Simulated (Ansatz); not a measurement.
**Work function of Pb(111): what the settings cost and change**

How far do cutoff, k-mesh and smearing move the work function of Pb(111)?

Method: plane-wave DFT, PBE, Ansatz PAW, in Ansatz 0.2.0.

**1. The structure**

The cell holds 7 atoms: 7 Pb. Cell: a = 3.500 Å, b = 3.500 Å, c = 35.147 Å, α = 90.0°, β = 90.0°, γ = 60.0°. Vacuum lies along c.

**2. Slab, setting cutoff 200 eV**

A work function rests on the faint tail of the density, so the SCF threshold is tight. The cutoff is raised first; then mesh and smearing are varied at the default cutoff.

Input file input.yaml:

```yaml
crystal:
  lattice:
    - [3.5001785669, 0.0, 0.0]
    - [1.7500892834, 3.0312435567, 0.0]
    - [0.0, 0.0, 35.1473029949]
  atoms:
    - { symbol: Pb, position: [0.0, 0.0, 0.2560651667] }
    - { symbol: Pb, position: [0.3333333333, 0.3333333333, 0.3373767778] }
    - { symbol: Pb, position: [0.6666666667, 0.6666666667, 0.4186883889] }
    - { symbol: Pb, position: [0.0, 0.0, 0.5] }
    - { symbol: Pb, position: [0.3333333333, 0.3333333333, 0.5813116111] }
    - { symbol: Pb, position: [0.6666666667, 0.6666666667, 0.6626232222] }
    - { symbol: Pb, position: [0.0, 0.0, 0.7439348333] }
kpoints:
  mp_grid: { grid: [13, 13, 1] }
hamiltonian:
  xc: pbe
scf:
  occupations: { method: fermi_dirac, width: 0.1 }
  convergence: { dr2_threshold: 1.0e-09 }
efield:
  axis: 3
  dipole_correction: true
  ramp_position: 0.97
  ramp_width: 0.06
basis:
  ecutwfc: "200 eV"
output:
  write_potential: true
  write_density: true
  volumetric_format: npy
  elf: true
```

The run is started by

```
ansatz run input.yaml --threads 2 --pin off --max-ram 3072MiB --backend cpu --events-out ev --progress --plain --runs-dir out
```

Numbers of over 12 decimals in the logs are rounded to 6 here.

The log of the run:

```text
Warning: basis.ecutwfc = 200 eV is below the records' recommended 420 eV, and the density's cutoff is lower with it unless basis.ecutrho_ratio is high enough to keep the records' density cutoff: compare with a run at a higher cutoff
Engine: ansatz 0.2.0, aarch64-unknown-linux-gnu
Pseudopotentials: kind: paw
Pseudopotential: Pb, paw, valence charge 14, recommended cutoff 420 eV (normal), Pb.paw.azcp
Functional definition: PBE
  parameter kappa = 0.804
  parameter beta = 0.066725
  exchange = pbe_x(kappa = kappa, mu = beta*pi^2/3)
  correlation = pbe_c(beta = beta)
Crystal: 7 atoms, lattice volume = 372.909 Å³
Basis set: ecut = 200 eV, 2319 PW (Γ)
Bands: 59, of which v1, the nominal top of the filled ones, is band 49 counted from 1 (48 counted from 0)
Symmetry: 6 space group operations
k-points: 21 of 169 (time reversal used)
Non-local potential: Pb, projectors of the file, l = 0: 2, l = 1: 2, l = 2: 2, l = 3: 2
PAW form: soft (Blöchl's): semilocal exchange-correlation on the pseudo side does not see the compensation charge
PAW one-centre angular grid: Pb, 590 points (default); XC on 64 Gauss nodes
Initial density: superposition of atomic densities (neutral atoms: chi_scale 0, normalization atom), corrected by the library's trained network
Initial wavefunctions: pseudopotential atomic-orbital guess
Functional: x = pbe(κ = 0.804, μ = 0.219515), c = pbe(β = 0.066725)
SCF iter   1: F=—  HF=-83309.760190 eV  |F-HF|=—  |Δ(HF+E_count)|=         —  Δρ=5.19e-2  dr2=5.28e0  ethr=1.77e-3  p=0.000 e·Å  D=9.24e-14 V/Å  ΔV_dip=-0.00 eV  dr2_dipole=1.42e-9  V_vac-E_F(+/−)=3.49/3.49 eV  ⟨swp⟩=7.3  Hψ=4826  notcnv=0
efield: sawtooth ramp at fractional position 0.9700 (set: `efield.ramp_position`, or a place that a band, a saddle search or an elastic batch's reference lends), width 0.0600; the density the first Hamiltonian is built on has a dipole p = 0.000 e·Å; the dipole correction subtracts the counter field D = 9.24e-14 V/Å, which shifts the + side's vacuum level by -0.00 eV against the − side's; the planar-averaged density in the ramp window peaks in size at 2.4e-5 e/Å³
preconditioner: auto → LDOS  [metal: Δε(μ)=0.053 eV  Ē_g=15.771 eV  σ=0.100 eV  W_gap=0.13  n_scr=66 (ndim 8)  ℏωp=19.0 eV  f_vac=0.402  D(μ)=4.39/eV (n_scr^D=16)  β→1.0]
SCF iter   2: F=—  HF=-83308.325400 eV  |F-HF|=—  |Δ(HF+E_count)|=    1.43e0  Δρ=2.23e-2  dr2=1.58e0  ethr=1.77e-3  p=-0.000 e·Å  D=-1.75e-6 V/Å  ΔV_dip=0.00 eV  dr2_dipole=4.36e-8  V_vac-E_F(+/−)=3.81/3.81 eV  ⟨swp⟩=3.0  Hψ=2788  notcnv=0  defer=28
SCF iter   3: F=—  HF=-83307.534433 eV  |F-HF|=—  |Δ(HF+E_count)|=   7.91e-1  Δρ=1.77e-3  dr2=7.15e-3  ethr=1.61e-3  p=-0.000 e·Å  D=-3.45e-6 V/Å  ΔV_dip=0.00 eV  dr2_dipole=3.98e-11  V_vac-E_F(+/−)=3.75/3.75 eV  ⟨swp⟩=3.0  Hψ=2558  notcnv=0  defer=28
SCF iter   4: F=—  HF=-83307.534847 eV  |F-HF|=—  |Δ(HF+E_count)|=   4.14e-4  Δρ=3.52e-4  dr2=1.04e-3  ethr=7.29e-6  p=-0.000 e·Å  D=-1.51e-6 V/Å  ΔV_dip=0.00 eV  dr2_dipole=9.23e-10  V_vac-E_F(+/−)=3.78/3.78 eV  ⟨swp⟩=2.0  Hψ=2372  notcnv=0  defer=28
SCF iter   5: F=—  HF=-83307.534655 eV  |F-HF|=—  |Δ(HF+E_count)|=   1.92e-4  Δρ=7.44e-5  dr2=4.54e-5  ethr=1.06e-6  p=-0.000 e·Å  D=-1.19e-6 V/Å  ΔV_dip=0.00 eV  dr2_dipole=2.68e-10  V_vac-E_F(+/−)=3.79/3.79 eV  ⟨swp⟩=2.0  Hψ=2178  notcnv=0  defer=28
SCF iter   6: F=—  HF=-83307.534662 eV  |F-HF|=—  |Δ(HF+E_count)|=   7.50e-6  Δρ=1.96e-5  dr2=7.08e-6  ethr=4.63e-8  p=-0.000 e·Å  D=-3.85e-7 V/Å  ΔV_dip=0.00 eV  dr2_dipole=5.52e-12  V_vac-E_F(+/−)=3.80/3.80 eV  ⟨swp⟩=2.7  Hψ=2426  notcnv=0  defer=28
SCF iter   7: F=—  HF=-83307.534664 eV  |F-HF|=—  |Δ(HF+E_count)|=   1.81e-6  Δρ=7.20e-6  dr2=7.87e-7  ethr=7.22e-9  p=-0.000 e·Å  D=-5.07e-8 V/Å  ΔV_dip=0.00 eV  dr2_dipole=1.78e-11  V_vac-E_F(+/−)=3.80/3.80 eV  ⟨swp⟩=2.6  Hψ=2001  notcnv=0  defer=28
SCF iter   8: F=—  HF=-83307.534664 eV  |F-HF|=—  |Δ(HF+E_count)|=   1.02e-7  Δρ=1.79e-6  dr2=2.08e-8  ethr=8.03e-10  p=-0.000 e·Å  D=-1.03e-9 V/Å  ΔV_dip=0.00 eV  dr2_dipole=5.01e-14  V_vac-E_F(+/−)=3.80/3.81 eV  ⟨swp⟩=2.7  Hψ=2240  notcnv=0  defer=28
SCF iter   9: F=—  HF=-83307.534664 eV  |F-HF|=—  |Δ(HF+E_count)|=  2.62e-10  Δρ=5.37e-7  dr2=2.73e-9  ethr=2.12e-11  p=0.000 e·Å  D=1.59e-10 V/Å  ΔV_dip=-0.00 eV  dr2_dipole=1.29e-13  V_vac-E_F(+/−)=3.80/3.81 eV  ⟨swp⟩=2.0  Hψ=2142  notcnv=0  defer=28
SCF iter  10: F=-83307.534664 eV  HF=-83307.534664 eV  |F-HF|=0.00e0  |Δ(HF+E_count)|=  1.31e-10  Δρ=1.87e-7  dr2=1.66e-10  ethr=1.02e-12  p=-0.000 e·Å  D=-7.37e-10 V/Å  ΔV_dip=0.00 eV  dr2_dipole=2.26e-14  V_vac-E_F(+/−)=3.80/3.81 eV  ⟨swp⟩=6.4  Hψ=3232  notcnv=0
WARN: efield: at this solve's end the planar-averaged density reaches 3.47e-5 e/Å³ inside the ramp window [0.9415, 0.0585] (bound 1e-5 e/Å³), and 2.92e-5 e/Å³ on another of its planes; the window's nearer edge stands 6.95 Å from this solve's nearest atom along the axis. Its work functions, free energy, forces, stress, dipole, levels and responses can be off, and this figure does not tell by how much. A short vacuum, a low `basis.ecutwfc` or `basis.ecutrho_ratio` and negative occupations (`scf.occupations.method`) can put density there. See the manual's quickstart, § The vacuum guard
SCF 1 converged in 10 iterations: F = -83307.534664 eV  dr2 = 1.66e-10
  greatest PAW one-centre occupation: 1.034 electrons in one spin orbital (limit 2), on the Pb atom at site 6 (counted from 0), in its partial waves of l = 2
WARN: The output density's exchange-correlation potential varies sharply where the density is thin. Do not read a vacuum level from v_tot or v_xc, or from such a field of the output density. On a cell that repeats whose density bears no net charge and no dipole along the vacuum's axis use v_es (v_loc + v_h of the components); under efield.dipole_correction with no amplitude use v_es + v_field, which holds any externa [...]
SCF converged after 10 iterations
Free energy (F): -83307.534664 eV
Harris-Foulkes:  -83307.534664 eV  (|F-HF|=0.00e0)
Internal energy: -83307.395783 eV  (E = F + TS)
E sigma→0 (E₀):  -83307.465224 eV
Entropy (-TS):   -0.138881 eV (-19.840 meV/atom)
Fermi energy:    4.771399 eV
Dipole field:    D = 0.000000 V/Å  (p = 0.000000 e·Å, saw-weighted, corrected)
Work function:   Φ+ = 3.8040 eV (in doubt: plateau slope 1.3e-2 eV/Å)   Φ− = 3.8060 eV (in doubt: plateau slope 1.2e-2 eV/Å)
Levels:          The Fermi level and band energies are counted from a zero that moves with the ramp; work functions are not
Vacuum region:   at the solve's end the planar-averaged density reaches 3.47e-5 e/Å³ inside the ramp window [0.9415, 0.0585] (bound 1e-5 e/Å³), and 2.92e-5 e/Å³ on another of its planes
--- Per-component energies (eV) ---
  E_band       = -931.395824
  E_kinetic    = 2173.239719
  E_local      = -97841.229610  (includes V_loc(G=0)·N_el)
  E_nonlocal   = 2267.941361
  E_hartree    = 47827.704865
  E_xc         = -1582.745362
  E_vxc        = -973.962764  (∫ρ·V_xc dr)
  E_paw        = -72731.452183  (= ΣΔE_a)
  E_vpaw       = -2212.801576  (= ΣTr[D̂ρ^β])
  E_aug_tail   = 0.006476  (compensation charges beyond the density's cutoff)
  E_efield     = 0.000000  (sawtooth field / dipole correction)
  E_vefield    = 0.000000  (∫n·V_field dr)
  E_ewald      = 36579.138949
  E_smearing   = -0.138881  (= −TS)
  E_closure    = 0.000000  (closes the sum)
  Σ components = -83307.534664   (vs F -83307.534664, Δ=0.00e0)
--- Band table (eV; the first three rows and the last of 21) ---
  k-point 0: bands = [... 45 lower, 4.7077, 6.3553, 7.5782, 8.1711, 8.2083, 9.4071, 9.5990, 10.6355, ... 6 higher]
  k-point 1: bands = [... 45 lower, 4.7768, 6.4124, 7.6513, 8.2473, 8.2779, 9.3246, 9.4128, 9.5753, ... 6 higher]
  k-point 2: bands = [... 45 lower, 4.9395, 6.3923, 7.2709, 7.4731, 7.6284, 8.0711, 8.2065, 8.4658, ... 6 higher]
  k-point 20: bands = [... 45 lower, 2.5062, 2.7352, 2.8885, 3.1956, 3.2445, 3.8007, 3.8077, 4.1567, ... 6 higher]
```

Run time: 13 s. Hardware: 2 threads of Arm Neoverse V2, shared host; peak memory 0.45 GiB.

In the SCF lines HF is the Harris–Foulkes energy and dr2 the Hartree energy of the density residual, in eV; the loop may stop once dr2 is under the threshold and the program's other checks hold. Hψ counts applications of the Hamiltonian.

Numbers from this step:

```yaml
energy_at_zero_smearing: -83307.4652 eV
work_function_upper_face: 3.804 eV
```

Running mean over 2.858 Å of the planar mean; the ramp of the sawtooth is left out. Table of electron's electrostatic potential energy less the Fermi level by z:

```tsv
z (Å)	electron's electrostatic potential energy less the Fermi level (eV)
4	3.76
5	3.72
6	3.53
7	1.80
8	-3.43
9	-5.61
10	-5.70
11	-5.72
12	-5.74
13	-5.78
14	-5.80
15	-5.80
16	-5.78
17	-5.77
18	-5.77
19	-5.78
20	-5.80
21	-5.80
22	-5.79
23	-5.75
24	-5.72
25	-5.71
26	-5.65
27	-4.08
28	1.12
29	3.45
30	3.71
31	3.76
```

Valence density in the ca plane at fractional y = 0.000, with atoms of Pb within 0.2 Å of it. It is the smooth field of the valence electrons, not physical close to the nuclei.

Values in e/Å³, 5 rows by 16 columns, each cell a mean:
```
0.1 0.5 4.0 1.2 0.1 0.1 0.1 0.1 0.1 0.1 1.8 3.6 0.3 0.0 0.0 0.0
0.2 0.1 0.5 0.2 0.1 0.3 0.1 0.2 0.3 0.1 0.3 0.4 0.1 0.0 0.0 0.0
0.3 0.1 0.1 0.1 0.2 0.5 0.2 0.2 0.5 0.1 0.1 0.1 0.0 0.0 0.0 0.0
0.2 0.2 1.0 0.4 0.1 0.2 0.1 0.1 0.2 0.1 0.5 0.9 0.1 0.0 0.0 0.0
0.1 0.6 5.5 1.5 0.1 0.1 0.1 0.1 0.1 0.1 2.4 4.9 0.3 0.0 0.0 0.0
```
Columns run along c (16.0 Å, from fractional 0.43 to 0.89 of the cell), rows up along a (3.5 Å). Atoms in or near the plane, at fractional coordinates: Pb at (0.50, 0.00), Pb at (0.74, 0.00).

ELF in the ca plane at fractional y = 0.000, with atoms of Pb within 0.2 Å of it. It is the smooth field of the valence electrons, not physical close to the nuclei.

Ten even steps from '0' (0.00) to '9' (0.48), each cell a mean:
```
33467610386633332221123333658401689710000000
65356876866446666422456664456867879410000000
56446666665366556633665566455566686100000000
66633555542465675644657656534556642100000000
65632344422465776544667756523455422100000000
56535655664465565644656556446656774100000000
66456688766456666522565665455788779310000000
53366842676534554211245554557623879610000000
22467500286632222222112234658200588710000000
```
Columns run along c (16.0 Å, from fractional 0.43 to 0.89 of the cell), rows up along a (3.5 Å). Atoms in or near the plane, at fractional coordinates: Pb at (0.50, 0.00), Pb at (0.74, 0.00).

Electrostatic potential energy in the ca plane at fractional y = 0.000, with atoms of Pb within 0.2 Å of it. With pseudopotentials it is smooth inside the atoms' cores, unlike the true potential.

Values in eV, 5 rows by 16 columns, each cell a mean:
```
  6  -6 -34 -16   6   5   7   7   6   5 -22 -32   0   8   8   9
  3   4  -6   2   4  -1   4   4  -1   5   0  -4   6   8   8   9
  0   6   5   6   3  -7   3   2  -7   5   6   5   7   8   8   9
  4   3 -16  -2   5   2   5   5   2   5  -6 -14   5   8   8   9
  6  -8 -32 -19   6   6   7   7   6   5 -25 -32  -2   8   8   9
```
Columns run along c (16.0 Å, from fractional 0.43 to 0.89 of the cell; values clipped at the 3rd and 97th percentile), rows up along a (3.5 Å). Atoms in or near the plane, at fractional coordinates: Pb at (0.50, 0.00), Pb at (0.74, 0.00).

The work function is 3.804 eV. The program marks this work function as in doubt.

**3. Run**

Changes to input.yaml since step 2:

```diff
@@ -26,3 +26,3 @@
 basis:
-  ecutwfc: "200 eV"
+  ecutwfc: "300 eV"
 output:
@@ -31,2 +31 @@
   volumetric_format: npy
-  elf: true
```

The log of the run:

```text
[...]
Crystal: 7 atoms, lattice volume = 372.909 Å³
Basis set: ecut = 300 eV, 4323 PW (Γ)
Bands: 59, of which v1, the nominal top of the filled ones, is band 49 counted from 1 (48 counted from 0)
Symmetry: 6 space group operations
k-points: 21 of 169 (time reversal used)
[...]
k-point 0: bands = [... 45 lower, 4.6789, 6.3166, 7.6196, 8.2517, 8.4497, 9.4279, 9.7428, 10.2925, ... 6 higher]
  k-point 1: bands = [... 45 lower, 4.7520, 6.3716, 7.6831, 8.3258, 8.5182, 9.1132, 9.3495, 9.4374, ... 6 higher]
  k-point 2: bands = [... 45 lower, 4.9240, 6.3824, 7.1200, 7.4011, 7.5070, 8.0053, 8.1534, 8.5938, ... 6 higher]
  k-point 20: bands = [... 45 lower, 2.4133, 2.6325, 2.8037, 3.0792, 3.1265, 3.6747, 3.6862, 4.0452, ... 6 higher]
[key lines of the parts left out:]
SCF converged after 9 iterations
Free energy (F): -83344.218535 eV
Fermi energy:    4.703176 eV
Dipole field:    D = -0.000000 V/Å  (p = -0.000000 e·Å, saw-weighted, corrected)
Work function:   Φ+ = 3.6749 eV   Φ− = 3.6749 eV
```

It took 18 s on 2 threads; peak memory 0.6 GiB.

The work function is 3.675 eV, -0.129 eV from the run “cutoff 200 eV”, at 1.4 times its CPU time.

**4. Slab**

Changes to input.yaml since step 3:

```diff
@@ -26,3 +26,3 @@
 basis:
-  ecutwfc: "300 eV"
+  ecutwfc: "420 eV"
 output:
```

The log of the run:

```text
[...]
Crystal: 7 atoms, lattice volume = 372.909 Å³
Basis set: ecut = 420 eV, 7275 PW (Γ)
Bands: 59, of which v1, the nominal top of the filled ones, is band 49 counted from 1 (48 counted from 0)
Symmetry: 6 space group operations
k-points: 21 of 169 (time reversal used)
[...]
k-point 0: bands = [... 45 lower, 4.6766, 6.3145, 7.6201, 8.2533, 8.4733, 9.4376, 9.7543, 10.2827, ... 6 higher]
  k-point 1: bands = [... 45 lower, 4.7496, 6.3688, 7.6831, 8.3272, 8.5407, 9.1055, 9.3415, 9.4466, ... 6 higher]
  k-point 2: bands = [... 45 lower, 4.9213, 6.3797, 7.1147, 7.3969, 7.5029, 8.0007, 8.1523, 8.5975, ... 6 higher]
  k-point 20: bands = [... 45 lower, 2.4123, 2.6316, 2.8026, 3.0772, 3.1247, 3.6719, 3.6835, 4.0418, ... 6 higher]
[key lines of the parts left out:]
SCF converged after 8 iterations
Free energy (F): -83344.520291 eV
Fermi energy:    4.699776 eV
Dipole field:    D = -0.000000 V/Å  (p = -0.000001 e·Å, saw-weighted, corrected)
Work function:   Φ+ = 3.6750 eV   Φ− = 3.6750 eV
```

The job ended after 29 s (2 threads; peak memory 0.82 GiB; 59 s of CPU time).

The work function is 3.675 eV, -0.129 eV from the run “cutoff 200 eV”, at 2.3 times its CPU time.

**5. Slab**

Changes to input.yaml since step 4:

```diff
@@ -26,3 +26,3 @@
 basis:
-  ecutwfc: "420 eV"
+  ecutwfc: "600 eV"
 output:
```

The log of the run:

```text
[...]
Crystal: 7 atoms, lattice volume = 372.909 Å³
Basis set: ecut = 600 eV, 12279 PW (Γ)
Bands: 59, of which v1, the nominal top of the filled ones, is band 49 counted from 1 (48 counted from 0)
Symmetry: 6 space group operations
k-points: 21 of 169 (time reversal used)
[...]
k-point 0: bands = [... 45 lower, 4.6766, 6.3144, 7.6209, 8.2535, 8.4856, 9.4472, 9.7573, 10.2827, ... 6 higher]
  k-point 1: bands = [... 45 lower, 4.7496, 6.3688, 7.6837, 8.3274, 8.5524, 9.1055, 9.3417, 9.4557, ... 6 higher]
  k-point 2: bands = [... 45 lower, 4.9212, 6.3796, 7.1147, 7.3969, 7.5029, 8.0008, 8.1530, 8.5994, ... 6 higher]
  k-point 20: bands = [... 45 lower, 2.4124, 2.6316, 2.8026, 3.0773, 3.1248, 3.6719, 3.6835, 4.0419, ... 6 higher]
[key lines of the parts left out:]
SCF converged after 8 iterations
Free energy (F): -83344.525345 eV
Fermi energy:    4.699768 eV
Dipole field:    D = -0.000001 V/Å  (p = -0.000001 e·Å, saw-weighted, corrected)
Work function:   Φ+ = 3.6750 eV   Φ− = 3.6749 eV
```

It took 52 s on 2 threads; peak memory 1.2 GiB; 1.7 min of CPU time.

The work function is 3.675 eV, -0.000 eV from the run “cutoff 420 eV”, at 1.8 times its CPU time.

**6. Slab**

Changes to input.yaml since step 5:

```diff
@@ -14,3 +14,3 @@
 kpoints:
-  mp_grid: { grid: [13, 13, 1] }
+  mp_grid: { grid: [2, 2, 1] }
 hamiltonian:
@@ -25,4 +25,2 @@
   ramp_width: 0.06
-basis:
-  ecutwfc: "600 eV"
 output:
```

The log of the run:

```text
[...]
Crystal: 7 atoms, lattice volume = 372.909 Å³
Basis set: ecut = 420 eV, 7275 PW (Γ)
Bands: 59, of which v1, the nominal top of the filled ones, is band 49 counted from 1 (48 counted from 0)
Symmetry: 6 space group operations
k-points: 2 of 4
[...]
Fermi energy:    5.130893 eV
Dipole field:    D = -0.000002 V/Å  (p = -0.000005 e·Å, saw-weighted, corrected)
Work function:   Φ+ = 3.5078 eV   Φ− = 3.5077 eV
[...]
--- Band table (eV) ---
  k-point 0: bands = [... 45 lower, 4.5456, 6.1941, 7.6221, 8.3576, 8.5900, 9.5121, 9.8270, 10.0498, ... 6 higher]
  k-point 1: bands = [... 45 lower, 1.4298, 1.8687, 2.0655, 2.3221, 5.0385, 5.2243, 5.7124, 6.0540, ... 6 higher]
[key lines of the parts left out:]
SCF converged after 11 iterations
Free energy (F): -83352.264334 eV
```

The job ended after 2 s (2 threads; peak memory 0.51 GiB; 3.7 s of CPU time).

The work function is 3.508 eV, -0.167 eV from the run “cutoff 420 eV”, at 0.063 times its CPU time.

**7. Run**

Changes to input.yaml since step 6:

```diff
@@ -14,3 +14,3 @@
 kpoints:
-  mp_grid: { grid: [2, 2, 1] }
+  mp_grid: { grid: [4, 4, 1] }
 hamiltonian:
```

The log of the run:

```text
[...]
Crystal: 7 atoms, lattice volume = 372.909 Å³
Basis set: ecut = 420 eV, 7275 PW (Γ)
Bands: 59, of which v1, the nominal top of the filled ones, is band 49 counted from 1 (48 counted from 0)
Symmetry: 6 space group operations
k-points: 4 of 16 (time reversal used)
[...]
k-point 0: bands = [... 45 lower, 4.6266, 6.2816, 7.6114, 8.2572, 8.5078, 9.4527, 9.7632, 10.2539, ... 6 higher]
  k-point 1: bands = [... 45 lower, 4.3036, 4.7413, 4.9613, 5.5359, 5.5881, 6.2734, 6.7888, 6.9640, ... 6 higher]
  k-point 2: bands = [... 45 lower, 1.6054, 1.9447, 2.1840, 2.3816, 5.1888, 5.4504, 5.8125, 6.2645, ... 6 higher]
  k-point 3: bands = [... 45 lower, 2.5901, 3.0224, 3.0521, 3.4031, 3.5280, 4.1220, 4.8014, 5.0459, ... 6 higher]
[key lines of the parts left out:]
SCF converged after 9 iterations
Free energy (F): -83344.022987 eV
Fermi energy:    4.818095 eV
Dipole field:    D = -0.000004 V/Å  (p = -0.000008 e·Å, saw-weighted, corrected)
Work function:   Φ+ = 3.6315 eV   Φ− = 3.6314 eV
```

Wall time 5 s (2 threads); peak memory 0.54 GiB; 9.4 s of CPU time.

The work function is 3.631 eV, -0.044 eV from the run “cutoff 420 eV”, at 0.16 times its CPU time.

**8. Run**

Changes to input.yaml since step 7:

```diff
@@ -14,3 +14,3 @@
 kpoints:
-  mp_grid: { grid: [4, 4, 1] }
+  mp_grid: { grid: [9, 9, 1] }
 hamiltonian:
```

The log of the run:

```text
[...]
Crystal: 7 atoms, lattice volume = 372.909 Å³
Basis set: ecut = 420 eV, 7275 PW (Γ)
Bands: 59, of which v1, the nominal top of the filled ones, is band 49 counted from 1 (48 counted from 0)
Symmetry: 6 space group operations
k-points: 12 of 81 (time reversal used)
[...]
k-point 0: bands = [... 45 lower, 4.6814, 6.3233, 7.6106, 8.2367, 8.4575, 9.4275, 9.7413, 10.3074, ... 6 higher]
  k-point 1: bands = [... 45 lower, 4.8270, 6.4192, 7.7132, 8.2557, 8.3469, 8.5391, 8.5577, 8.9605, ... 6 higher]
  k-point 2: bands = [... 45 lower, 4.7658, 5.3992, 5.5769, 5.9376, 6.2720, 6.9628, 7.0271, 7.6605, ... 6 higher]
  k-point 11: bands = [... 45 lower, 2.5641, 2.5641, 2.6161, 3.1608, 3.1608, 3.5022, 3.8645, 3.8645, ... 6 higher]
[key lines of the parts left out:]
SCF converged after 9 iterations
Free energy (F): -83344.558889 eV
Fermi energy:    4.695679 eV
Dipole field:    D = -0.000000 V/Å  (p = -0.000000 e·Å, saw-weighted, corrected)
Work function:   Φ+ = 3.6537 eV   Φ− = 3.6538 eV
```

Wall time 16 s (2 threads); peak memory 0.7 GiB; 32 s of CPU time.

The work function is 3.654 eV, -0.021 eV from the run “cutoff 420 eV”, at 0.55 times its CPU time.

(Part 1 of 2 ends here.)

[Logs are printed without paths, hosts, clocks, repeated set-up lines and the standing remarks that a program may print on its own settings, such as how far it seeks lower states.]

[Hosts, paths, dates, database ids (printed as entryN), source tags and the programs' standing remarks are cut or masked in the printed files.]

[Maps of the electrostatic potential energy from Ansatz leave out the sawtooth potential of an applied field or a dipole correction, so their vacuum need not be flat; planar profiles and work functions include it.]
